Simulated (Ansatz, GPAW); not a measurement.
# Work function of a 9-layer slab of Ta(100) at several levels, part 2 of 3

Wanted: work functions and dipole of a 9-layer slab of Ta(100), with the cost of each level.

GPAW 26.7.0 and Ansatz 0.2.0; Ansatz plane waves; slab in vacuum with a dipole correction, relaxation (the session's first sound run).

So far, upper work function (eV): step 2 (relaxation) 3.80.

## (3) Plane waves, PBE

The work function is the vacuum plateau of the electrostatic potential less the Fermi level; a dipole layer lets the two faces have plateaus of their own.

This step: GPAW, PAW setups; slab in vacuum (GPAW 26.7.0).

run.py reads:

```python
import json
import numpy as np
from ase import Atoms
from gpaw import GPAW, PW

slab = Atoms(
    ['Ta', 'Ta', 'Ta', 'Ta', 'Ta', 'Ta', 'Ta', 'Ta', 'Ta'],
    positions=[
        [0.00000, 0.00000, 7.00000],
        [1.65500, 1.65500, 8.65500],
        [0.00000, 0.00000, 10.31000],
        [1.65500, 1.65500, 11.96500],
        [0.00000, 0.00000, 13.63186],
        [1.65500, 1.65500, 15.27681],
        [0.00000, 0.00000, 16.98626],
        [1.65500, 1.65500, 18.64721],
        [-0.00000, 0.00000, 20.10541]],
    cell=[[3.31, 0.0, 0.0], [0.0, 3.31, 0.0], [0.0, 0.0, 27.24]],
    pbc=[True, True, False])

slab.calc = GPAW(mode=PW(400), xc='PBE', kpts={'size': (10, 10, 1), 'gamma': True},
                 occupations={'name': 'fermi-dirac', 'width': 0.1}, nbands='160%',
                 convergence={'density': 1e-05}, maxiter=200,
                 poissonsolver={'dipolelayer': 'xy'},
                 symmetry={'tolerance': 1e-3}, txt='slab.txt')
result = {}
energy = slab.get_potential_energy()
fermi = slab.calc.get_fermi_level()
v = slab.calc.get_electrostatic_potential().mean((0, 1)) - fermi
n = slab.calc.get_pseudo_density().mean((0, 1))
L = slab.cell[2, 2]
z = np.arange(len(v)) * L / len(v)
low, high = slab.positions[:, 2].min(), slab.positions[:, 2].max()
below, above = np.interp([low - 4.8, high + 4.8], z, v)
slopes = [np.interp(x, z, np.gradient(v, z)) for x in (low - 4.8, high + 4.8)]
eps = np.array([[slab.calc.get_eigenvalues(k, s) for k in range(len(slab.calc.get_ibz_k_points()))]
                for s in range(slab.calc.get_number_of_spins())]) - fermi
top, bottom = eps[eps < 0].max(), eps[eps > 0].min()
dipole = slab.get_dipole_moment()[2]
print(f'energy {energy:.4f} eV, Fermi level {fermi:.4f} eV, dipole {dipole:.5f} e A')
print(f'potential 4.8 A off the faces, from the Fermi level: lower {below:.4f} eV, upper {above:.4f} eV')
print(f'slope of the potential there: lower {slopes[0]:.5f}, upper {slopes[1]:.5f} eV/A')
print(f'nearest levels on the mesh: {top:.4f} and {bottom:.4f} eV')
print('magnetic moment', round(slab.get_magnetic_moment(), 3))
result.update(energy=energy, fermi=fermi, dipole=dipole, below=below, above=above, slopes=slopes, edges=[top, bottom],
              z=z.tolist(), v=v.tolist(), n=n.tolist(), positions=slab.positions.tolist(),
              forces=slab.get_forces(apply_constraint=False).tolist(), moments=slab.get_magnetic_moments().tolist())
json.dump(result, open('result.json', 'w'))
```

On the command line:

```bash
$ OMP_NUM_THREADS=1 OPENBLAS_NUM_THREADS=1 python run.py
```

The log of the run:

```text
energy -85.1877 eV, Fermi level 4.8635 eV, dipole 0.01140 e A
potential 4.8 A off the faces, from the Fermi level: lower 3.9918 eV, upper 3.8000 eV
slope of the potential there: lower -0.00364, upper 0.00335 eV/A
nearest levels on the mesh: -0.0004 and 0.0149 eV
magnetic moment 0.0
```

Elapsed: 7.3 min, on 1 thread of Arm Neoverse V2, shared host; peak memory 0.4 GiB.

This step gave:

| Property | Result |
| --- | --- |
| dipole along the normal | 0.01140 e·Å |
| levels nearest the Fermi level on the mesh | -4.25e-4, 0.01489 eV from the Fermi level |
| upper work function | 3.800 eV |
| lower work function | 3.992 eV |

The electrostatic potential energy of an electron (without an applied field's), less the Fermi level, planar mean oscillates, so the rows of the table below give means over windows of 1.62 Å about each position, cut where the curve ends. Its maxima inside the range that stand out by 2 % of the span (Å: eV): 7.9: -6.97, 9.5: -6.88, 11.1: -6.79, 12.8: -6.63, 14.5: -6.90, 16.1: -6.10, 17.8: -6.80, 19.3: -9.96. Its minima: 7.0: -17.6, 8.6: -17.2, 10.3: -17.1, 12.0: -17.1, 13.6: -17.1, 15.2: -17.1, 17.0: -17.2, 18.7: -17.4, 20.1: -17.8.

Electrostatic potential energy of an electron (without an applied field's), less the Fermi level, planar mean against z; means over each step:

| z (Å) | electrostatic potential energy of an electron (without an applied field's), less the Fermi level, planar mean (eV) |
| --- | --- |
| 0.81 | 3.98 |
| 2.43 | 3.99 |
| 4.05 | 3.86 |
| 5.67 | 0.229 |
| 7.29 | -12.0 |
| 8.91 | -11.9 |
| 10.53 | -11.8 |
| 12.15 | -11.8 |
| 13.77 | -11.8 |
| 15.39 | -11.7 |
| 17.01 | -11.8 |
| 18.63 | -12.6 |
| 20.25 | -11.6 |
| 21.87 | 2.35 |
| 23.49 | 3.75 |
| 25.11 | 3.80 |
| 26.73 | 3.81 |

The pseudo valence density, planar mean oscillates, so the rows of the table below give means over windows of 1.73 Å about each position, cut where the curve ends. Its maxima inside the range that stand out by 2 % of the span (Å: e/Å³): 6.9: 1.07, 8.6: 1.12, 10.4: 1.10, 11.9: 1.10, 13.6: 1.12, 15.3: 1.10, 17.1: 1.08, 18.6: 1.13, 20.1: 1.12. Its minima: 7.8: 0.419, 9.5: 0.410, 11.2: 0.422, 12.8: 0.404, 14.5: 0.414, 16.2: 0.390, 17.7: 0.413, 19.5: 0.534.

Pseudo valence density, planar mean against z; means over each step:

| z (Å) | pseudo valence density, planar mean (e/Å³) |
| --- | --- |
| 0.86 | 4.2e-6 |
| 2.59 | 1.7e-4 |
| 4.32 | 0.00607 |
| 6.05 | 0.291 |
| 7.78 | 0.730 |
| 9.51 | 0.732 |
| 11.24 | 0.731 |
| 12.97 | 0.723 |
| 14.70 | 0.728 |
| 16.43 | 0.698 |
| 18.16 | 0.728 |
| 19.89 | 0.735 |
| 21.62 | 0.0708 |
| 23.35 | 0.00170 |
| 25.08 | 4.5e-5 |

Force by atom:

```
atom  x (eV/Å)  y (eV/Å)  z (eV/Å)  size
 Ta1      0.00      0.00      1.24  1.24
 Ta2      0.00      0.00     -1.18  1.18
 Ta3      0.00      0.00     -0.42  0.42
 Ta4      0.00      0.00      0.34  0.34
 Ta5      0.00      0.00      0.00  0.00
 Ta6      0.00      0.00      0.01  0.01
 Ta7      0.00      0.00     -0.01  0.01
 Ta8      0.00      0.00     -0.02  0.02
 Ta9      0.00      0.00      0.04  0.04
```

The potential is flat to 0.004 eV/Å where it is read, so the vacuum is wide enough. The geometry is the other program's minimum; here the largest force on a free atom is 0.043 eV/Å.

## (4) OptPBE vdW: xc = "optPBE-vdW"

The same geometry under optPBE-vdW, to see how far the functional moves the levels against the vacuum (the van der Waals functionals take revPBE setups).

run.py: that of step 3 with these lines changed.

```diff
@@ -20,3 +20,3 @@
 
-slab.calc = GPAW(mode=PW(400), xc='PBE', kpts={'size': (10, 10, 1), 'gamma': True},
+slab.calc = GPAW(mode=PW(400), xc='optPBE-vdW', kpts={'size': (10, 10, 1), 'gamma': True},
                  occupations={'name': 'fermi-dirac', 'width': 0.1}, nbands='160%',
```

The log of the run:

```text
energy -237.1091 eV, Fermi level 4.7826 eV, dipole 0.00978 e A
potential 4.8 A off the faces, from the Fermi level: lower 4.1907 eV, upper 4.0255 eV
slope of the potential there: lower -0.00632, upper 0.00609 eV/A
nearest levels on the mesh: -0.0177 and 0.0271 eV
magnetic moment 0.0
```

Run time: 9.3 min. Hardware: 1 thread; peak memory 0.56 GiB.

Numbers from this step:

```
dipole along the normal                    : 0.009783 e·Å
levels nearest the Fermi level on the mesh : -0.01767, 0.02713 eV from the Fermi level
upper work function                        : 4.026 eV
lower work function                        : 4.191 eV
```

The electrostatic potential energy of an electron (without an applied field's), less the Fermi level, planar mean oscillates, so the rows of the table below give means over windows of 1.62 Å about each position, cut where the curve ends. Its maxima inside the range that stand out by 2 % of the span (Å: eV): 7.9: -6.98, 9.5: -6.89, 11.1: -6.81, 12.8: -6.64, 14.5: -6.91, 16.1: -6.12, 17.8: -6.82, 19.3: -9.96. Its minima: 7.0: -17.6, 8.6: -17.3, 10.3: -17.1, 12.0: -17.1, 13.6: -17.0, 15.2: -17.1, 17.0: -17.2, 18.7: -17.4, 20.1: -17.8.

The electrostatic potential energy of an electron (without an applied field's), less the Fermi level, planar mean by z; means over each step:

z (Å), electrostatic potential energy of an electron (without an applied field's), less the Fermi level, planar mean (eV) and a bar from the least value:
```
     0.81        4.2 ##############################
     2.43        4.2 ##############################
     4.05        4.0 ##############################
     5.67        0.3 #######################
     7.29      -12.0 #
     8.91      -11.9 #
    10.53      -11.8 #
    12.15      -11.8 #
    13.77      -11.8 #
    15.39      -11.7 ##
    17.01      -11.8 #
    18.63      -12.6 
    20.25      -11.5 ##
    21.87        2.5 ###########################
    23.49        4.0 ##############################
    25.11        4.0 ##############################
    26.73        4.0 ##############################
```

The pseudo valence density, planar mean oscillates, so the rows of the table below give means over windows of 1.73 Å about each position, cut where the curve ends. Its maxima inside the range that stand out by 2 % of the span (Å: e/Å³): 6.9: 1.07, 8.6: 1.12, 10.4: 1.10, 11.9: 1.10, 13.6: 1.12, 15.3: 1.10, 17.1: 1.08, 18.6: 1.13, 20.1: 1.12. Its minima: 7.8: 0.418, 9.5: 0.409, 11.2: 0.422, 12.8: 0.403, 14.5: 0.413, 16.2: 0.389, 17.7: 0.413, 19.5: 0.533.

Pseudo valence density, planar mean against z; means over each step:

```csv
z (Å),"pseudo valence density, planar mean (e/Å³)"
0.86,7.8e-6
2.59,2.2e-4
4.32,0.00626
6.05,0.290
7.78,0.730
9.51,0.732
11.24,0.731
12.97,0.723
14.70,0.728
16.43,0.698
18.16,0.728
19.89,0.735
21.62,0.0707
23.35,0.00189
25.08,7.1e-5
```

Force by atom:

```csv
atom,x (eV/Å),y (eV/Å),z (eV/Å),size
Ta1,0.00,0.00,0.98,0.98
Ta2,0.00,0.00,-1.18,1.18
Ta3,0.00,0.00,-0.41,0.41
Ta4,0.00,0.00,0.34,0.34
Ta5,0.00,0.00,0.01,0.01
Ta6,0.00,0.00,0.01,0.01
Ta7,0.00,0.00,-0.04,0.04
Ta8,0.00,0.00,-0.04,0.04
Ta9,0.00,0.00,0.33,0.33
```

The upper face's work function is 4.026 eV, against 3.800 eV in the first plane-wave PBE run at this geometry.

## (5) Self-consistent run: xc = "LDA"

The same geometry under LDA, to see how far the functional moves the levels against the vacuum.

run.py: that of step 4 with these lines changed.

```diff
@@ -20,3 +20,3 @@
 
-slab.calc = GPAW(mode=PW(400), xc='optPBE-vdW', kpts={'size': (10, 10, 1), 'gamma': True},
+slab.calc = GPAW(mode=PW(400), xc='LDA', kpts={'size': (10, 10, 1), 'gamma': True},
                  occupations={'name': 'fermi-dirac', 'width': 0.1}, nbands='160%',
```

The log of the run:

```text
energy -93.9314 eV, Fermi level 4.5630 eV, dipole 0.01002 e A
potential 4.8 A off the faces, from the Fermi level: lower 4.2235 eV, upper 4.0545 eV
slope of the potential there: lower -0.00304, upper 0.00275 eV/A
nearest levels on the mesh: -0.0118 and 0.0150 eV
magnetic moment 0.0
```

Run time: 7 min. Hardware: 1 thread; peak memory 0.4 GiB.

This step gave:

* dipole along the normal: 0.01002 e·Å
* levels nearest the Fermi level on the mesh: -0.01180, 0.01497 eV from the Fermi level
* upper work function: 4.054 eV
* lower work function: 4.224 eV

The upper face's work function is 4.054 eV, against 3.800 eV in the first plane-wave PBE run at this geometry.

## (6) Self-consistent run: xc = "vdW-DF2"

The same geometry under vdW-DF2, to see how far the functional moves the levels against the vacuum (the van der Waals functionals take revPBE setups).

run.py: that of step 5 with these lines changed.

```diff
@@ -20,3 +20,3 @@
 
-slab.calc = GPAW(mode=PW(400), xc='LDA', kpts={'size': (10, 10, 1), 'gamma': True},
+slab.calc = GPAW(mode=PW(400), xc='vdW-DF2', kpts={'size': (10, 10, 1), 'gamma': True},
                  occupations={'name': 'fermi-dirac', 'width': 0.1}, nbands='160%',
```

The log of the run:

```text
energy -1405.7018 eV, Fermi level 4.8450 eV, dipole 0.00818 e A
potential 4.8 A off the faces, from the Fermi level: lower 4.3352 eV, upper 4.1966 eV
slope of the potential there: lower -0.00590, upper 0.00567 eV/A
nearest levels on the mesh: -0.0349 and 0.0051 eV
magnetic moment 0.0
```

It took 19 min on 1 thread; peak memory 0.56 GiB.

This step gave:

| Quantity | Value |
| --- | --- |
| dipole along the normal | 0.008176 e·Å |
| levels nearest the Fermi level on the mesh | -0.03494, 0.005141 eV from the Fermi level |
| upper work function | 4.197 eV |
| lower work function | 4.335 eV |

The upper face's work function is 4.197 eV, against 3.800 eV in the first plane-wave PBE run at this geometry.

## (7) Self-consistent run: xc = "revPBE"

The same geometry under revPBE, to see how far the functional moves the levels against the vacuum.

run.py: that of step 6 with these lines changed.

```diff
@@ -20,3 +20,3 @@
 
-slab.calc = GPAW(mode=PW(400), xc='vdW-DF2', kpts={'size': (10, 10, 1), 'gamma': True},
+slab.calc = GPAW(mode=PW(400), xc='revPBE', kpts={'size': (10, 10, 1), 'gamma': True},
                  occupations={'name': 'fermi-dirac', 'width': 0.1}, nbands='160%',
```

The log of the run:

```text
energy -81.7949 eV, Fermi level 4.9511 eV, dipole 0.01212 e A
potential 4.8 A off the faces, from the Fermi level: lower 3.8784 eV, upper 3.6747 eV
slope of the potential there: lower -0.00392, upper 0.00364 eV/A
nearest levels on the mesh: -0.0006 and 0.0067 eV
magnetic moment 0.0
```

Elapsed: 7 min, on 1 thread; peak memory 0.4 GiB.

Numbers from this step:

- dipole along the normal: 0.01212 e·Å
- levels nearest the Fermi level on the mesh: -6.10e-4, 0.006691 eV from the Fermi level
- upper work function: 3.675 eV
- lower work function: 3.878 eV

The upper face's work function is 3.675 eV, against 3.800 eV in the first plane-wave PBE run at this geometry.

## (8) Self-consistent run: xc = "RPBE"

The same geometry under RPBE, to see how far the functional moves the levels against the vacuum.

run.py: that of step 7 with these lines changed.

```diff
@@ -20,3 +20,3 @@
 
-slab.calc = GPAW(mode=PW(400), xc='revPBE', kpts={'size': (10, 10, 1), 'gamma': True},
+slab.calc = GPAW(mode=PW(400), xc='RPBE', kpts={'size': (10, 10, 1), 'gamma': True},
                  occupations={'name': 'fermi-dirac', 'width': 0.1}, nbands='160%',
```

The log of the run:

```text
energy -81.0222 eV, Fermi level 4.9746 eV, dipole 0.01218 e A
potential 4.8 A off the faces, from the Fermi level: lower 3.8627 eV, upper 3.6581 eV
slope of the potential there: lower -0.00426, upper 0.00397 eV/A
nearest levels on the mesh: -0.0046 and 0.0016 eV
magnetic moment 0.0
```

Wall time 7.1 min (1 thread); peak memory 0.4 GiB.

This step gave:

```yaml
dipole_along_the_normal: 0.01218 e·Å
levels_nearest_the_fermi_level_on_the_mesh: -0.004615, 0.001558 eV from the Fermi level
upper_work_function: 3.658 eV
lower_work_function: 3.863 eV
```

The upper face's work function is 3.658 eV, against 3.800 eV in the first plane-wave PBE run at this geometry.

## (9) Real-space grid: mode = "fd"

A real-space grid is a second complete basis, so it checks the plane-wave result.

run.py: that of step 8 with these lines changed.

```diff
@@ -3,3 +3,3 @@
 from ase import Atoms
-from gpaw import GPAW, PW
+from gpaw import GPAW
 
@@ -20,3 +20,3 @@
 
-slab.calc = GPAW(mode=PW(400), xc='RPBE', kpts={'size': (10, 10, 1), 'gamma': True},
+slab.calc = GPAW(mode='fd', h=0.18, xc='PBE', kpts={'size': (10, 10, 1), 'gamma': True},
                  occupations={'name': 'fermi-dirac', 'width': 0.1}, nbands='160%',
```

The log of the run:

```text
energy -85.3042 eV, Fermi level -3.8959 eV, dipole 0.01160 e A
potential 4.8 A off the faces, from the Fermi level: lower 3.9903 eV, upper 3.7989 eV
slope of the potential there: lower -0.00329, upper 0.00311 eV/A
nearest levels on the mesh: -0.0007 and 0.0146 eV
magnetic moment 0.0
```

Elapsed: 48 min, on 1 thread; peak memory 2.8 GiB.

Numbers from this step:

- dipole along the normal: 0.01160 e·Å
- levels nearest the Fermi level on the mesh: -6.84e-4, 0.01465 eV from the Fermi level
- upper work function: 3.799 eV
- lower work function: 3.990 eV

The electrostatic potential energy of an electron (without an applied field's), less the Fermi level, planar mean oscillates, so the rows of the table below give means over windows of 1.7 Å about each position, cut where the curve ends. Its maxima inside the range that stand out by 2 % of the span (Å: eV): 7.8: -6.95, 9.5: -6.86, 11.1: -6.82, 12.8: -6.57, 14.4: -6.89, 16.1: -6.09, 17.8: -6.80, 19.4: -9.96. Its minima: 7.0: -17.6, 8.7: -17.2, 10.3: -17.2, 12.0: -17.0, 13.6: -17.0, 15.2: -17.0, 17.0: -17.2, 18.6: -17.4, 20.1: -17.8.

The electrostatic potential energy of an electron (without an applied field's), less the Fermi level, planar mean by z; means over each step:

z (Å), electrostatic potential energy of an electron (without an applied field's), less the Fermi level, planar mean (eV) and a bar from the least value:
```
     0.85        4.0 ##############################
     2.55        4.0 ##############################
     4.25        3.8 ##############################
     5.95       -2.6 ###################
     7.65      -12.1 ###
     9.35      -12.0 ####
    11.05      -11.9 ####
    12.75      -11.7 ####
    14.45      -11.9 ####
    16.15      -11.3 #####
    17.85      -11.9 ####
    19.55      -14.1 
    21.25       -1.5 #####################
    22.95        3.6 #############################
    24.65        3.8 ##############################
    26.35        3.8 ##############################
```

The upper face's work function is 3.799 eV, against 3.800 eV in the first plane-wave PBE run at this geometry.

## (10) All levels side by side

Times are for 1 thread of Arm Neoverse V2, shared host. The runs compared:

| no. | run | upper work function (eV) | lower work function (eV) | time | memory (GiB) |
| --- | --- | --- | --- | --- | --- |
| 1 | pw | 3.800 | 3.992 | 7.3 min | 0.4 |
| 2 | optPBE vdW | 4.026 | 4.191 | 9.3 min | 0.56 |
| 3 | LDA | 4.054 | 4.224 | 7 min | 0.4 |
| 4 | vdW DF2 | 4.197 | 4.335 | 19 min | 0.56 |
| 5 | revPBE | 3.675 | 3.878 | 7 min | 0.4 |
| 6 | RPBE | 3.658 | 3.863 | 7.1 min | 0.4 |
| 7 | fd | 3.799 | 3.990 | 48 min | 2.8 |

[end of part 2 of 3]

[Logs are printed without paths, hosts, clocks, repeated set-up lines and the standing remarks that a program may print on its own settings, such as how far it seeks lower states.]

[Hosts, paths, dates, database ids (printed as entryN), source tags and the programs' standing remarks are cut or masked in the printed files.]
